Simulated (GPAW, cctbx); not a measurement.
# By hand: from a DFT structure factor to an extinction distance in Li2SnCl6

Li2SnCl6, Fm-3m (no. 225), a = 9.9052 Å, b = 9.9052 Å, c = 9.9052 Å, α = 90.00°, β = 90.00°, γ = 90.00°.

```csv
atom,mult.,x,y,z
Sn1,4,0,0,0
Cl1,24,0,0,0.7526
Li1,8,1/4,1/4,3/4
```

The cell comes from substitution in a known structure type and wasn't matched to any measured phase.

A DFT run (GPAW, PBE, 550 eV, 4×4×4 k-points, Fermi–Dirac width 0.05 eV) gives the static X-ray structure factor of 020 as 290.759 e for the conventional cell; superposed free atoms give 289.328 e. **Problem.** Find the Fourier component V of the crystal potential and the two-beam extinction distance at 120 kV in both cases.

### 1. Geometry

The cell volume is Ω = 971.84 Å³ and d(020) = 4.9526 Å, so g = 1/d = 0.2019 Å⁻¹.

### 2. The nuclei

Electrons feel nuclei as well as electrons, so the nuclear charges are summed with the same phases.

Phase sums Σ exp(2πi h·x), turned so that the total is real and positive: Sn +4.000, Cl +8.004, Li -8.000. Then F_Z = 50 × (+4.000) + 17 × (+8.004) + 3 × (-8.000) = 312.07 e. The electron term has the same sign for this reflection.

### 3. Mott–Bethe

Poisson's equation, term by term, gives V = (e/4πε₀)(F_Z − F)/(πΩg²), with e/4πε₀ = 14.3996 V Å.

The prefactor is 14.3996 × 4.9526²/(π × 971.84) = 0.11568 V per electron. Free atoms: (312.07 − 289.328) × 0.11568 = 2.631 V. Crystal: (312.07 − 290.759) × 0.11568 = 2.466 V. F changes by +0.49 % and V by -6.3 %: the same 1.43 e is measured against F_Z − F = 22.7 e in place of F = 289.3 e.

### 4. Extinction distance

In the two-beam case ξ = 1/(λU) with U = 2γm₀eV/h², that is ξ = 150.41 V Å²/(γλV).

At 120 kV, λ = 0.03349 Å and γ = 1.2348. Free atoms: ξ = 1382 Å. Crystal: ξ = 1475 Å. The thickness fringes go as sin²(πt/ξ), so the two patterns slip by a quarter of a period when t|1/ξ₁ − 1/ξ₀| = 1/4, at t ≈ 549 nm. Thermal motion, absorption and many-beam coupling, left out here, change a real pattern.

### 5. Answer

V(020) is 2.47 V against 2.63 V, and ξ is 1475 against 1382 Å. Limits: static atoms, two beams.

[Outputs are excerpts: Python notices, other lines and further rows are left out; steps that failed or that the build refused (PBEsol, TPSS) are not shown.]

[Logs are printed without paths, hosts, clocks, repeated set-up lines and the standing remarks that a program may print on its own settings, such as how far it seeks lower states.]
